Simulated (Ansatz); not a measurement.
## F on Cu(111): change of the work function

How does F on the fcc site change the work function of Cu(111) as the layer fills?

Main program and level: Ansatz 0.2.0; plane-wave DFT, PBE, Ansatz PAW.

### 1. The starting structure

The cell holds 4 atoms: 4 Cu. Cell: a = 2.553 Å, b = 2.553 Å, c = 24.253 Å, α = 90.0°, β = 90.0°, γ = 60.0°. Vacuum lies along c.

### 2. The clean slab

The bare slab comes first, as the zero from which every change is counted. The two lowest layers are held at bulk places and the upper ones relax. The dipole correction removes the false field that a one-sided slab makes across the periodic vacuum, so each face gets a flat vacuum level of its own.

File input.yaml:

```yaml
crystal:
  lattice:
    - [2.5526554801, 0.0, 0.0]
    - [1.27632774, 2.2106644929, 0.0]
    - [0.0, 0.0, 24.2527034153]
  atoms:
    - { symbol: Cu, position: [0.0, 0.0, 0.3710926508] }
    - { symbol: Cu, position: [0.3333333333, 0.3333333333, 0.4570308836] }
    - { symbol: Cu, position: [0.6666666667, 0.6666666667, 0.5429691164] }
    - { symbol: Cu, position: [0.0, 0.0, 0.6289073492] }
kpoints:
  mp_grid: { grid: [12, 12, 1] }
hamiltonian:
  xc: pbe
scf:
  occupations: { method: fermi_dirac, width: 0.1 }
  convergence: { dr2_threshold: 1.0e-08 }
efield:
  axis: 3
  dipole_correction: true
  ramp_position: 0.97
  ramp_width: 0.06
relax:
  f_tol: 0.02
  max_steps: 60
  constraints: [{ sites: [0, 1] }]
output:
  write_potential: true
  write_density: true
  volumetric_format: npy
```

Started as:

```sh
> ansatz run input.yaml --threads 4 --pin off --max-ram 6144MiB --backend cpu --events-out ev --progress --plain --runs-dir out
```

The log of the run:

```text
Engine: ansatz 0.2.0, x86_64-unknown-linux-gnu
Pseudopotentials: kind: paw
Pseudopotential: Cu, paw, valence charge 19, recommended cutoff 420 eV (normal), Cu.paw.azcp
Functional definition: PBE
  parameter kappa = 0.804
  parameter beta = 0.066725
  exchange = pbe_x(kappa = kappa, mu = beta*pi^2/3)
  correlation = pbe_c(beta = beta)
Crystal: 4 atoms, lattice volume = 136.860 Å³
Basis set: ecut = 420 eV, 2739 PW (Γ), exchange–correlation on 36×36×360 points (8 copies of the dense FFT grid, shifted against one another)
Bands: 46, of which v1, the nominal top of the filled ones, is band 38 counted from 1 (37 counted from 0)
Symmetry: 6 space group operations
k-points: 19 of 144 (time reversal used)
Non-local potential: Cu, projectors of the file, l = 0: 3, l = 1: 2, l = 2: 3, l = 3: 1
PAW form: soft (Blöchl's): semilocal exchange-correlation on the pseudo side does not see the compensation charge
PAW one-centre angular grid: Cu, 590 points (default); XC on 64 Gauss nodes
Initial density: superposition of atomic densities (neutral atoms: chi_scale 0, normalization atom), corrected by the library's trained network
Initial wavefunctions: pseudopotential atomic-orbital guess
Functional: x = pbe(κ = 0.804, μ = 0.219515), c = pbe(β = 0.066725)
SCF iter   1: F=—  HF=-26499.782585 eV  |F-HF|=—  |Δ(HF+E_count)|=         —  Δρ=1.47e-3  dr2=6.66e-3  ethr=1.77e-3  p=0.000 e·Å  D=4.81e-13 V/Å  ΔV_dip=-0.00 eV  dr2_dipole=2.85e-8  V_vac-E_F(+/−)=4.73/4.73 eV  ⟨swp⟩=8.5  Hψ=3842  notcnv=0  defer=14
efield: sawtooth ramp at fractional position 0.9700 (set: `efield.ramp_position`, or a place that a band, a saddle search or an elastic batch's reference lends), width 0.0600; the density the first Hamiltonian is built on has a dipole p = 0.000 e·Å; the dipole correction subtracts the counter field D = 4.81e-13 V/Å, which shifts the + side's vacuum level by -0.00 eV against the − side's; the planar-averaged density in the ramp window peaks in size at 4.1e-5 e/Å³
preconditioner: auto → LDOS  [insulator: Δε(μ)=0.354 eV  Ē_g=8.430 eV  σ=0.100 eV  W_gap=0.62  n_scr=18 (ndim 8)  ℏωp=21.1 eV  f_vac=0.614  D(μ)=1.13/eV (n_scr^D=8)  ε∞_Penn≈7.2  β→1.0]
SCF iter   2: F=—  HF=-26499.789740 eV  |F-HF|=—  |Δ(HF+E_count)|=   7.16e-3  Δρ=2.64e-3  dr2=1.12e-2  ethr=8.77e-6  p=0.000 e·Å  D=7.48e-6 V/Å  ΔV_dip=-0.00 eV  dr2_dipole=6.74e-8  V_vac-E_F(+/−)=4.82/4.82 eV  ⟨swp⟩=2.9  Hψ=2151  notcnv=0  defer=27
SCF iter   3: F=—  HF=-26499.788177 eV  |F-HF|=—  |Δ(HF+E_count)|=   1.56e-3  Δρ=2.15e-3  dr2=3.58e-3  ethr=8.77e-6  p=-0.000 e·Å  D=-6.61e-6 V/Å  ΔV_dip=0.00 eV  dr2_dipole=3.90e-9  V_vac-E_F(+/−)=4.78/4.78 eV  ⟨swp⟩=2.0  Hψ=1532  notcnv=0  defer=27
SCF iter   4: F=—  HF=-26499.787359 eV  |F-HF|=—  |Δ(HF+E_count)|=   8.18e-4  Δρ=2.43e-4  dr2=1.31e-4  ethr=4.72e-6  p=-0.000 e·Å  D=-1.37e-6 V/Å  ΔV_dip=0.00 eV  dr2_dipole=1.43e-9  V_vac-E_F(+/−)=4.77/4.77 eV  ⟨swp⟩=2.0  Hψ=1282  notcnv=0  defer=27
SCF iter   5: F=—  HF=-26499.787342 eV  |F-HF|=—  |Δ(HF+E_count)|=   1.72e-5  Δρ=1.75e-4  dr2=3.18e-5  ethr=1.73e-7  p=-0.000 e·Å  D=-8.26e-8 V/Å  ΔV_dip=0.00 eV  dr2_dipole=1.56e-13  V_vac-E_F(+/−)=4.78/4.78 eV  ⟨swp⟩=2.1  Hψ=1339  notcnv=0  defer=27
SCF iter   6: F=—  HF=-26499.787340 eV  |F-HF|=—  |Δ(HF+E_count)|=   2.27e-6  Δρ=1.60e-4  dr2=2.49e-5  ethr=4.18e-8  p=0.000 e·Å  D=1.11e-7 V/Å  ΔV_dip=-0.00 eV  dr2_dipole=1.48e-12  V_vac-E_F(+/−)=4.78/4.78 eV  ⟨swp⟩=2.3  Hψ=1425  notcnv=0  defer=27
SCF iter   7: F=—  HF=-26499.787337 eV  |F-HF|=—  |Δ(HF+E_count)|=   2.18e-6  Δρ=5.82e-5  dr2=3.29e-6  ethr=3.27e-8  p=0.000 e·Å  D=5.48e-8 V/Å  ΔV_dip=-0.00 eV  dr2_dipole=4.23e-12  V_vac-E_F(+/−)=4.78/4.78 eV  ⟨swp⟩=2.3  Hψ=1116  notcnv=0  defer=27
SCF iter   8: F=—  HF=-26499.787328 eV  |F-HF|=—  |Δ(HF+E_count)|=   9.08e-6  Δρ=1.25e-5  dr2=1.96e-7  ethr=4.33e-9  p=-0.000 e·Å  D=-6.00e-9 V/Å  ΔV_dip=0.00 eV  dr2_dipole=1.63e-13  V_vac-E_F(+/−)=4.78/4.78 eV  ⟨swp⟩=2.1  Hψ=1233  notcnv=0  defer=27
SCF iter   9: F=-26499.787329 eV  HF=-26499.787329 eV  |F-HF|=4.49e-9  |Δ(HF+E_count)|=   1.91e-7  Δρ=2.15e-6  dr2=4.95e-9  ethr=1.32e-11  p=0.000 e·Å  D=1.07e-7 V/Å  ΔV_dip=-0.00 eV  dr2_dipole=1.44e-12  V_vac-E_F(+/−)=4.79/4.79 eV  ⟨swp⟩=8.4  Hψ=6821  notcnv=0
SCF 1 converged in 9 iterations: F = -26499.787329 eV  dr2 = 4.95e-9
  greatest PAW one-centre occupation: 1.000 electrons in one spin orbital (limit 2), on the Cu atom at site 3 (counted from 0), in its partial waves of l = 0
relax step   1: F+E_penalty+E_count = -26499.78732861 eV  Δ(F+E_penalty+E_count) = +0.000e0 eV  max|allowed force component| = 1.263e-2 eV/Å  Δτ_max = 0.0000 Å  (9 SCF iters, accepted)
NSCF: frozen V_eff on 19 k-points
the band table was solved once a step of the walk had ended and its energy, with any forces and stress, was formed, with the checks that follow a solve (4566 applications of the Hamiltonian). They found nothing against the state; the energy, forces and stress were not computed again (output.eigenvalues in the input reference)
WARN: The input density's exchange-correlation potential varies sharply where the density is thin. Do not read a vacuum level from v_tot or v_xc, or from such a field of the output density. On a cell that repeats whose density bears no net charge and no dipole along the vacuum's axis use v_es (v_loc + v_h of the components); under efield.dipole_correction with no amplitude use v_es + v_field, which holds any external [...]
SCF converged after 9 iterations
Free energy (F): -26499.787329 eV
Harris-Foulkes:  -26499.787329 eV  (|F-HF|=4.49e-9)
Internal energy: -26499.748950 eV  (E = F + TS)
E sigma→0 (E₀):  -26499.768139 eV
Entropy (-TS):   -0.038378 eV (-9.595 meV/atom)
Fermi energy:    2.702448 eV
Dipole field:    D = -0.000002 V/Å  (p = -0.000001 e·Å, saw-weighted, corrected)
Work function:   Φ+ = 4.7859 eV   Φ− = 4.7858 eV
Levels:          The Fermi level and band energies are counted from a zero that moves with the ramp; work functions are not
--- Per-component energies (eV) ---
  E_band       = -2495.104464
  E_kinetic    = 1198.592199
  E_local      = -181627.940410  (includes V_loc(G=0)·N_el)
  E_nonlocal   = 1563.718168
  E_hartree    = 89322.477322
  E_xc         = -355.976177
  E_vxc        = -459.154353  (∫ρ·V_xc dr)
  E_paw        = -6655.772122  (= ΣΔE_a)
  E_vpaw       = -1815.295397  (= ΣTr[D̂ρ^β])
  E_aug_tail   = 0.001085  (compensation charges beyond the density's cutoff)
  E_efield     = 0.000000  (sawtooth field / dipole correction)
  E_vefield    = 0.000000  (∫n·V_field dr)
  E_ewald      = 70055.150985
  E_smearing   = -0.038378  (= −TS)
  E_closure    = -0.000000  (closes the sum)
  Σ components = -26499.787329   (vs F -26499.787329, Δ=0.00e0)
--- Forces (eV/Å), atoms counted from 1 ---
  atom   1  Cu     0.00000000     0.00000000     0.01262897
  atom   2  Cu     0.00000000     0.00000000     0.00864294
  atom   3  Cu    -0.00000000     0.00000000    -0.00864301
  atom   4  Cu    -0.00000000    -0.00000000    -0.01263046
  max |Σ_I F_I| component: 1.56e-6 eV/Å
--- Band table (eV; the first three rows and the last of 19) ---
  k-point 0: bands = [... 34 lower, 0.7015, 0.9883, 0.9883, 1.1278, 1.1278, 1.4792, 2.4508, 6.9317, ... 4 higher]
  k-point 1: bands = [... 34 lower, 0.7069, 0.7722, 0.9591, 0.9858, 1.1309, 1.9111, 3.0010, 7.1104, ... 4 higher]
  k-point 2: bands = [... 34 lower, 0.6428, 0.7099, 0.9780, 1.1384, 1.2113, 2.6414, 4.1277, 7.6456, ... 4 higher]
  k-point 18: bands = [... 34 lower, 1.0442, 1.0505, 6.1270, 6.3749, 6.3749, 7.1516, 7.1516, 7.9011, ... 4 higher]
--- Relaxed structure (1 steps of the walk, 1 accepted, 0 SCFs on fresh bases) ---
  F+E_penalty+E_count = -26499.78732861 eV   max|allowed force component| = 1.263e-2 eV/Å
  atoms:
    - { symbol: Cu, position: [0.0, 0.0, 0.3710926508] }
    - { symbol: Cu, position: [0.333333, 0.333333, 0.4570308836] }
    - { symbol: Cu, position: [0.666667, 0.666667, 0.5429691164] }
    - { symbol: Cu, position: [0.0, 0.0, 0.6289073492] }
```

The job ended after 2.8 s (4 threads of Intel Xeon Platinum 8488C (Sapphire Rapids), shared host; peak memory 0.54 GiB; 10 s of CPU time).

No atom moved by 0.005 Å in the relaxation.

This step gave:

| Item | Value |
| --- | --- |
| energy at zero smearing | -26499.7681 eV |
| work function, upper face | 4.786 eV |
| dipole along the normal | -1.40e-6 e·Å |

Running mean over 2.084 Å of the planar mean; the ramp of the sawtooth is left out. Table of electron's electrostatic potential energy less the Fermi level by z:

```csv
z (Å),electron's electrostatic potential energy less the Fermi level (eV)
3.0,4.79
3.5,4.79
4.0,4.79
4.5,4.78
5.0,4.78
5.5,4.77
6.0,4.73
6.5,4.60
7.0,4.11
7.5,2.00
8.0,-2.75
8.5,-7.12
9.0,-8.54
9.5,-8.74
10.0,-8.78
10.5,-8.81
11.0,-8.83
11.5,-8.82
12.0,-8.81
12.5,-8.81
13.0,-8.82
13.5,-8.82
14.0,-8.79
14.5,-8.76
15.0,-8.69
15.5,-8.16
16.0,-5.25
16.5,-0.203
17.0,3.41
17.5,4.43
18.0,4.68
18.5,4.76
19.0,4.78
19.5,4.78
20.0,4.79
20.5,4.79
21.0,4.79
```

The work function of the upper face is 4.79 eV.

[end of part 1 of 3]

[Long decimals in the printed logs are rounded to 6 places.]

[Logs are printed without paths, hosts, clocks, repeated set-up lines and the standing remarks that a program may print on its own settings, such as how far it seeks lower states.]

[Hosts, paths, dates, database ids (printed as entryN), source tags and the programs' standing remarks are cut or masked in the printed files.]

[Maps of the electrostatic potential energy from Ansatz leave out the sawtooth potential of an applied field or a dipole correction, so their vacuum need not be flat; planar profiles and work functions include it.]
